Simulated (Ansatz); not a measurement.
**(NaCl)2(LiBr)1 [001] superlattice, started as rocksalt type: relaxing the cell for a phonon run**

Task: relax (NaCl)2(LiBr)1 [001] superlattice, started as rocksalt type tightly.

Calculated with Ansatz 0.2.0; DFT PBEsol, scalar-relativistic, plane waves, PAW.

The structure was built from a prototype and need not be the compound's stable phase.

### Step 1. The starting structure

It takes space group I4/mmm (No. 139, tetragonal). Conventional cell: a = 3.955 Å, b = 3.955 Å, c = 16.780 Å, α = 90.00°, β = 90.00°, γ = 90.00°. Br has 2 Na at 2.80 Å and 4 Li at 2.80 Å nearest. Nearest to Cl lie 1 Li at 2.80 Å and 5 Na at 2.80 Å. Nearest to Li lie 2 Cl at 2.80 Å and 4 Br at 2.80 Å. Nearest to Na lie 1 Br at 2.80 Å and 5 Cl at 2.80 Å. Farther neighbours and most contacts between anions are not listed.

### Step 2. A coarse first look

A quick single point on a coarse mesh tells whether the cell has a gap and how far it is from rest, which sets the k mesh and smearing that follow.

File input.yaml:

```yaml
crystal:
  lattice:
    - [2.79667, 2.79667, 0.0]
    - [-2.79667, 2.79667, 0.0]
    - [2.79667, 0.0, 8.39]
  atoms:
    - { symbol: Br, position: [0.166667, 0.833333, 0.666667] }
    - { symbol: Cl, position: [0.5, 0.5, 0.0] }
    - { symbol: Cl, position: [0.833333, 0.166667, 0.333333] }
    - { symbol: Li, position: [0.666667, 0.333333, 0.666667] }
    - { symbol: Na, position: [0.0, 0.0, 0.0] }
    - { symbol: Na, position: [0.333333, 0.666667, 0.333333] }
kpoints:
  mp_grid: { grid: [6, 6, 6] }
hamiltonian:
  xc: pbesol
scf:
  occupations: { method: gaussian, width: 0.1 }
output:
  forces: true
  stress: true
  eigenvalues: true
```

Launch:

```bash
$ ansatz run input.yaml --threads 4 --pin off --max-ram 14336MiB --backend cpu --events-out ev --progress --plain --runs-dir out
```

Numbers of over 12 decimals in the logs are rounded to 6 here.

Output:

```text
[...]
k-point 0: bands = [... 17 lower, 0.7525, 1.3506, 1.3520, 1.3520, 6.2068, 8.4055, 8.9642, 9.2689, ... 1 higher]
  k-point 1: bands = [... 17 lower, 0.8483, 1.2457, 1.3283, 1.3283, 6.3623, 8.2913, 8.8003, 9.0923, ... 1 higher]
  k-point 2: bands = [... 17 lower, 0.9648, 0.9744, 1.2664, 1.2664, 6.7803, 7.9496, 8.4811, 8.9381, ... 1 higher]
  k-point 29: bands = [... 17 lower, 0.4240, 0.4442, 0.5195, 0.6932, 8.1902, 8.8850, 9.0042, 9.3237, ... 1 higher]
[key lines of the parts left out:]
SCF converged after 6 iterations
Free energy (F): -8023.048685 eV
Fermi energy:    3.785102 eV
P = ⅓ Tr σ = -0.4676 GPa (-4.676 kbar)
```

It took 1.8 s on 4 threads of Arm Neoverse V2, shared host; peak memory 0.44 GiB.

This step gave:

| Item | Value |
| --- | --- |
| pressure | -0.4676 GPa |
| gap on the k-mesh | 4.849 eV |
| volume per atom | 21.87 Å³ |
| direct gap on mesh | 4.855 eV |

The coarse mesh shows a gap of 4.85 eV and a pressure of -0.5 GPa.

### Step 3. Bringing the structure to rest

The cell and atoms are relaxed, since residual forces and stress would shift the frequencies.

Changes to input.yaml since step 2:

```diff
@@ -17,3 +17,3 @@
 scf:
-  occupations: { method: gaussian, width: 0.1 }
+  occupations: { method: gaussian, width: 0.02 }
 output:
@@ -22 +22,6 @@
   eigenvalues: true
+relax:
+  adjacent_minimum: "off"
+  f_tol: 0.005
+  max_steps: 80
+  cell: { stress_tol: 0.05 }
```

Output:

```text
[...]
Crystal: 6 atoms, lattice volume = 131.242 Å³
Basis set: ecut = 420 eV, 2561 PW (Γ), exchange–correlation on 54×54×120 points (8 copies of the dense FFT grid, shifted against one another)
Bands: 27, of which v1, the nominal top of the filled ones, is band 21 counted from 1 (20 counted from 0)
Symmetry: 16 space group operations
[...]
k-points: 30 of 216
[...]
SCF iter   1: F=—  HF=-8023.057231 eV  |F-HF|=—  |Δ(HF+E_count)|=         —  Δρ=3.48e-3  dr2=2.31e-2  ethr=1.77e-3  ⟨swp⟩=8.0  Hψ=3868  notcnv=0
[...]
SCF iter   6: F=-8023.048685 eV  HF=-8023.048685 eV  |F-HF|=5.68e-9  |Δ(HF+E_count)|=   4.76e-7  Δρ=3.69e-6  dr2=1.30e-8  ethr=2.38e-10  ⟨swp⟩=10.0  Hψ=4054  notcnv=0
SCF 1 converged in 6 iterations: F = -8023.048685 eV  dr2 = 1.30e-8
[...]
relax step   1: F+E_penalty+E_count = -8023.04868496 eV  Δ(F+E_penalty+E_count) = +0.000e0 eV  max|allowed force component| = 2.197e-1 eV/Å  Δτ_max = 0.0000 Å  P = -0.468 GPa  Ω = 131.242 Å³  (6 SCF iters, dr2 threshold 1.00e-7 eV, accepted)
Crystal: 6 atoms, lattice volume = 128.058 Å³
Basis set: ecut = 420 eV, 2543 PW (Γ), exchange–correlation on 54×54×120 points (8 copies of the dense FFT grid, shifted against one another)
[...]
iter 1 solved again at ethr=4.29e-4 eV; its pass at ethr=3.10e-3 eV (dr2=1.80e-1 eV) is discarded
[...]
SCF iter   6: F=-8023.071575 eV  HF=-8023.071575 eV  |F-HF|=1.01e-7  |Δ(HF+E_count)|=   3.73e-7  Δρ=1.10e-5  dr2=1.74e-7  ethr=1.43e-9  ⟨swp⟩=7.1  Hψ=3944  notcnv=0
SCF 2 converged in 6 iterations: F = -8023.071575 eV  dr2 = 1.74e-7
relax step   2: F+E_penalty+E_count = -8023.07157511 eV  Δ(F+E_penalty+E_count) = -2.289e-2 eV  max|allowed force component| = 1.712e-1 eV/Å  Δτ_max = 0.1338 Å  P = -0.096 GPa  Ω = 128.058 Å³  energy of the carried Pulay correction = +1.099e-4 eV  (6 SCF iters, dr2 threshold 6.00e-7 eV, accepted)
Crystal: 6 atoms, lattice volume = 128.427 Å³
[...]
SCF iter   5: F=-8023.083938 eV  HF=-8023.083938 eV  |F-HF|=5.18e-8  |Δ(HF+E_count)|=   7.26e-7  Δρ=1.05e-5  dr2=1.65e-7  ethr=1.43e-9  ⟨swp⟩=7.1  Hψ=3837  notcnv=0
SCF 3 converged in 5 iterations: F = -8023.083938 eV  dr2 = 1.65e-7
relax step   3: F+E_penalty+E_count = -8023.08393838 eV  Δ(F+E_penalty+E_count) = -1.236e-2 eV  max|allowed force component| = 3.039e-3 eV/Å  Δτ_max = 0.0558 Å  P = -0.083 GPa  Ω = 128.427 Å³  energy of the carried Pulay correction = +9.704e-5 eV  (5 SCF iters, dr2 threshold 6.00e-7 eV, accepted)
[...]
relax step   4: F+E_penalty+E_count = -8023.08411389 eV  Δ(F+E_penalty+E_count) = -1.755e-4 eV  max|allowed force component| = 7.014e-4 eV/Å  Δτ_max = 0.0012 Å  P = -0.021 GPa  Ω = 128.132 Å³  energy of the carried Pulay correction = +1.073e-4 eV  (4 SCF iters, dr2 threshold 3.86e-8 eV, accepted)
[...]
SCF iter   1: F=—  HF=-8023.083889 eV  |F-HF|=—  |Δ(HF+E_count)|=         —  Δρ=1.22e-5  dr2=4.68e-8  ethr=2.58e-6  ⟨swp⟩=3.2  Hψ=5651  notcnv=0
eigensolver tolerance schedule: the retry pair's looser diagonalisation over-reported the residual by 23135.18 of it (diagonalisation noise at an unbounded share of the residual, at the tolerance the schedule requests for it); recorded, not acted on — ethr = c·dr2/N_el stays at c = 1.0e-1
[...]
SCF iter   2: F=—  HF=-8023.083998 eV  |F-HF|=—  |Δ(HF+E_count)|=   1.09e-4  Δρ=6.39e-6  dr2=1.50e-8  ethr=1.11e-10  ⟨swp⟩=3.9  Hψ=2164  notcnv=0
[...]
SCF iter   5: F=-8023.083998 eV  HF=-8023.083998 eV  |F-HF|=1.91e-11  |Δ(HF+E_count)|=  5.37e-11  Δρ=1.28e-7  dr2=1.07e-11  ethr=1.00e-12  ⟨swp⟩=4.7  Hψ=2913  notcnv=0
SCF 5 converged in 5 iterations: F = -8023.083998 eV  dr2 = 1.07e-11
relax step   5: F+E_penalty+E_count = -8023.08399838 eV  Δ(F+E_penalty+E_count) = +1.155e-4 eV  max|allowed force component| = 7.200e-4 eV/Å  Δτ_max = 0.0000 Å  P = -0.021 GPa  Ω = 128.132 Å³  stress off target by 4.71e-2 GPa  SCF on the basis re-selected at this cell (its energy is not comparable with the rows above)  (5 SCF iters)
basis re-selected at this cell: Δ(F+E_penalty+E_count) = +1.155e-4 eV, ΔP = +0.001 GPa vs the last step (what re-selecting the basis moved, of the pressure what is left beyond the Pulay correction that the steps carried, after the strain that the cell walked since its last selection, with what the two solves' SCF thresholds leave and, on support functions, any second-order correction that the steps lacked; it is no m [...]
SCF converged after 5 iterations
Free energy (F): -8023.083998 eV
[...]
Internal energy: -8023.083998 eV  (E = F + TS)
E sigma→0 (E₀):  -8023.083998 eV
Fermi energy:    4.129745 eV
[...]
--- Forces (eV/Å), atoms counted from 1 ---
  atom   1  Br     0.00000000    -0.00000000     0.00000000
  atom   2  Cl     0.00000000     0.00000000     0.00025274
  atom   3  Cl     0.00000000     0.00000000    -0.00025274
  atom   4  Li    -0.00000000     0.00000000     0.00000000
  atom   5  Na     0.00000000     0.00000000     0.00071996
  atom   6  Na     0.00000000     0.00000000    -0.00071996
  max |Σ_I F_I| component: 4.39e-19 eV/Å
--- Stress (GPa, compression-positive) ---
       -0.047084      -0.000000       0.000000
       -0.000000      -0.047084       0.000000
        0.000000       0.000000       0.032641
  P = ⅓ Tr σ = -0.0205 GPa (-0.205 kbar)
--- Band table (eV; the first three rows and the last of 30) ---
  k-point 0: bands = [... 17 lower, 0.8910, 1.5796, 1.6744, 1.6744, 6.4726, 8.7970, 9.1559, 9.5447, ... 2 higher]
  k-point 1: bands = [... 17 lower, 0.9580, 1.4747, 1.6588, 1.6588, 6.6315, 8.6944, 8.9783, 9.2938, ... 2 higher]
  k-point 2: bands = [... 17 lower, 1.0412, 1.2115, 1.6243, 1.6243, 7.0606, 8.3284, 8.6684, 9.1302, ... 2 higher]
  k-point 29: bands = [... 17 lower, 0.4841, 0.5459, 0.6812, 1.0782, 8.6305, 9.0486, 9.1632, 9.4990, ... 2 higher]
--- Relaxed structure (4 steps of the walk, 4 accepted, 1 SCFs on fresh bases) ---
  F+E_penalty+E_count = -8023.08399838 eV   max|allowed force component| = 7.200e-4 eV/Å   (the final SCF, on the basis selected at the relaxed cell)
  cell:  # Å, volume = 128.1322 Å³
    - [2.770968, 2.770968, 0.0]
    - [-2.770968, 2.770968, 0.0]
    - [2.770968, 0, 8.343828]
  atoms:
    - { symbol: Br, position: [0.166667, 0.833333, 0.666667] }
    - { symbol: Cl, position: [0.504580, 0.495420, -0.00916059] }
    - { symbol: Cl, position: [0.828753, 0.171247, 0.342494] }
    - { symbol: Li, position: [0.666667, 0.333333, 0.666667] }
    - { symbol: Na, position: [-0.00380292, 0.00380292, 0.00760585] }
    - { symbol: Na, position: [0.337136, 0.662864, 0.325727] }
```

Run time: 7.2 s. Hardware: 4 threads; peak memory 0.47 GiB.

Step by step:

| step | energy less that of the first step (eV) | largest force component (eV/Å) | pressure (GPa) | volume (Å³) |
| --- | --- | --- | --- | --- |
| 1 | 0.0000 | 0.2197 | -0.47 | 131.24 |
| 2 | -0.0229 | 0.1712 | -0.10 | 128.06 |
| 3 | -0.0353 | 0.0030 | -0.08 | 128.43 |
| 4 | -0.0354 | 0.0007 | -0.02 | 128.13 |
| 5* | -0.0353 | 0.0007 | -0.02 | 128.13 |

Relaxation steps marked * repeat the geometry before them on a plane-wave basis chosen anew for their cell, so energy and pressure can jump there.

Forces are held to the 16 operations that the run works with; a distortion that breaks them can't arise in this run.

| conventional cell, symmetrised | before | after | change |
| --- | --- | --- | --- |
| a (Å) | 3.955 | 3.919 | -0.9 % |
| b (Å) | 3.955 | 3.919 | -0.9 % |
| c (Å) | 16.780 | 16.688 | -0.6 % |
| volume (Å³/atom) | 21.87 | 21.36 | -2.4 % |

The atoms that moved most (Å, as changes of fractional coordinates times the final cell):

| atom | dx | dy | dz | length |
| --- | --- | --- | --- | --- |
| Cl3 | 0.000 | 0.000 | 0.076 | 0.076 |
| Cl2 | 0.000 | 0.000 | -0.076 | 0.076 |
| Na5 | 0.000 | 0.000 | 0.063 | 0.063 |
| Na6 | 0.000 | 0.000 | -0.063 | 0.063 |

Final coordinates:

```cif
data_structure
_symmetry_space_group_name_H-M 'P 1'
_symmetry_Int_Tables_number 1
_cell_length_a 3.9187
_cell_length_b 3.9187
_cell_length_c 8.7919
_cell_angle_alpha 102.877
_cell_angle_beta 77.123
_cell_angle_gamma 90.000
_cell_volume 128.13
loop_
_atom_site_label
_atom_site_type_symbol
_atom_site_fract_x
_atom_site_fract_y
_atom_site_fract_z
_atom_site_occupancy
Br1 Br 0.16667 0.83333 0.66667 1
Cl2 Cl 0.50458 0.49542 0.99084 1
Cl3 Cl 0.82875 0.17125 0.34249 1
Li4 Li 0.66667 0.33333 0.66667 1
Na5 Na 0.99620 0.00380 0.00761 1
Na6 Na 0.33714 0.66286 0.32573 1
```

This step gave:

| Item | Value |
| --- | --- |
| pressure | -0.02051 GPa |
| gap on the k-mesh | 4.686 eV |
| volume per atom | 21.36 Å³ |
| direct gap on mesh | 4.798 eV |

In this step the volume went from 21.87 to 21.36 Å³/atom.

### Step 4. Relaxing to small forces for the phonons

Phonons need a cell at rest on their own settings, so the relaxation is repeated with tight tolerances on forces and stress, using the mesh and the filling of the phonon run that follows.

File input.yaml:

```yaml
crystal:
  lattice:
    - [2.7709679373, 2.7709679373, 0.0]
    - [-2.7709679373, 2.7709679373, 0.0]
    - [2.7709679373, 0.0, 8.3438277257]
  atoms:
    - { symbol: Br, position: [0.1666666667, 0.8333333333, 0.6666666667] }
    - { symbol: Cl, position: [0.5045802967, 0.4954197033, -0.0091605934] }
    - { symbol: Cl, position: [0.8287530366, 0.1712469634, 0.3424939268] }
    - { symbol: Li, position: [0.6666666667, 0.3333333333, 0.6666666667] }
    - { symbol: Na, position: [-0.0038029242, 0.0038029242, 0.0076058484] }
    - { symbol: Na, position: [0.3371362575, 0.6628637425, 0.325727485] }
kpoints:
  mp_grid: { grid: [8, 8, 8] }
hamiltonian:
  xc: pbesol
scf:
  occupations: { method: fixed }
output:
  forces: true
  stress: true
  eigenvalues: true
relax:
  adjacent_minimum: "off"
  f_tol: 0.001
  max_steps: 60
  cell: { stress_tol: 0.01 }
```

Output:

```text
[...]
Crystal: 6 atoms, lattice volume = 128.132 Å³
Basis set: ecut = 420 eV, 2543 PW (Γ), exchange–correlation on 54×54×120 points (8 copies of the dense FFT grid, shifted against one another)
Bands: 27, of which v1, the nominal top of the filled ones, is band 21 counted from 1 (20 counted from 0)
[... 1 set-up line as in the run before ...]
[...]
k-points: 59 of 512
[...]
- [2.768260, 2.768260, 0.0]
    - [-2.768260, 2.768260, 0.0]
    - [2.768260, 0, 8.353466]
  atoms:
    - { symbol: Br, position: [0.166667, 0.833333, 0.666667] }
    - { symbol: Cl, position: [0.504512, 0.495488, -0.00902316] }
    - { symbol: Cl, position: [0.828822, 0.171178, 0.342356] }
    - { symbol: Li, position: [0.666667, 0.333333, 0.666667] }
    - { symbol: Na, position: [-0.00378745, 0.00378745, 0.0075749] }
    - { symbol: Na, position: [0.337121, 0.662879, 0.325758] }
[key lines of the parts left out:]
SCF converged after 6 iterations
Free energy (F): -8023.084183 eV
Fermi energy:    1.793154 eV
P = ⅓ Tr σ = 0.0019 GPa (0.019 kbar)
```

It took 11 s on 4 threads; peak memory 0.53 GiB; 40 s of CPU time.

Relaxation path:

| step | energy less that of the first step (eV) | largest force component (eV/Å) | pressure (GPa) | volume (Å³) |
| --- | --- | --- | --- | --- |
| 1 | 0.0000 | 0.0008 | -0.02 | 128.13 |
| 2 | 0.0000 | 0.0010 | -0.01 | 128.05 |
| 3 | -0.0001 | 0.0008 | 0.00 | 128.03 |
| 4* | -0.0001 | 0.0007 | 0.00 | 128.03 |

Relaxation steps marked * repeat the geometry before them on a plane-wave basis chosen anew for their cell, so energy and pressure can jump there.

Forces are held to the 16 operations that the run works with; a distortion that breaks them can't arise in this run.

| conventional cell, symmetrised | before | after | change |
| --- | --- | --- | --- |
| a (Å) | 3.919 | 3.915 | -0.1 % |
| b (Å) | 3.919 | 3.915 | -0.1 % |
| c (Å) | 16.688 | 16.707 | +0.1 % |
| volume (Å³/atom) | 21.36 | 21.34 | -0.1 % |

Final coordinates:

```xyz
6
Lattice="2.7683 2.7683 0.0000 -2.7683 2.7683 0.0000 2.7683 0.0000 8.3535" Properties=species:S:1:pos:R:3 pbc="T T T"
Br    0.0000    2.7683    5.5690
Cl    0.0000    2.7683   -0.0754
Cl    2.7683    2.7683    2.8599
Li    2.7683    2.7683    5.5690
Na    0.0000    0.0000    0.0633
Na    0.0000    2.7683    2.7212
```

Numbers from this step:

| Item | Value |
| --- | --- |
| pressure | 0.001905 GPa |
| gap on the k-mesh | 4.690 eV |
| volume per atom | 21.34 Å³ |
| direct gap on mesh | 4.805 eV |

The largest force component left is 0.75 meV/Å and the pressure is 0.002 GPa, within the tolerances set. The cell now holds 21.34 Å³/atom.

### Step 5. What came out

```
space group after relaxation (within 0.01 Å) : I4/mmm
lattice constant a                           : 3.915 Å
lattice constant b                           : 3.915 Å
lattice constant c                           : 16.707 Å
volume per atom                              : 21.3 Å³
gap on the k-mesh                            : 4.69 eV
```

What this shows: The largest force component left is 0.75 meV/Å and the pressure is 0.002 GPa, within the tolerances set. The cell now holds 21.34 Å³/atom. The relaxation keeps the symmetry of its start, so it says nothing on stability against lower symmetry. The starting cell was built on a prototype and not taken from a measurement, so the phase need not exist.

[Logs are printed without paths, hosts, clocks, repeated set-up lines and the standing remarks that a program may print on its own settings, such as how far it seeks lower states.]

[Hosts, paths, dates, database ids (printed as entryN), source tags and the programs' standing remarks are cut or masked in the printed files.]
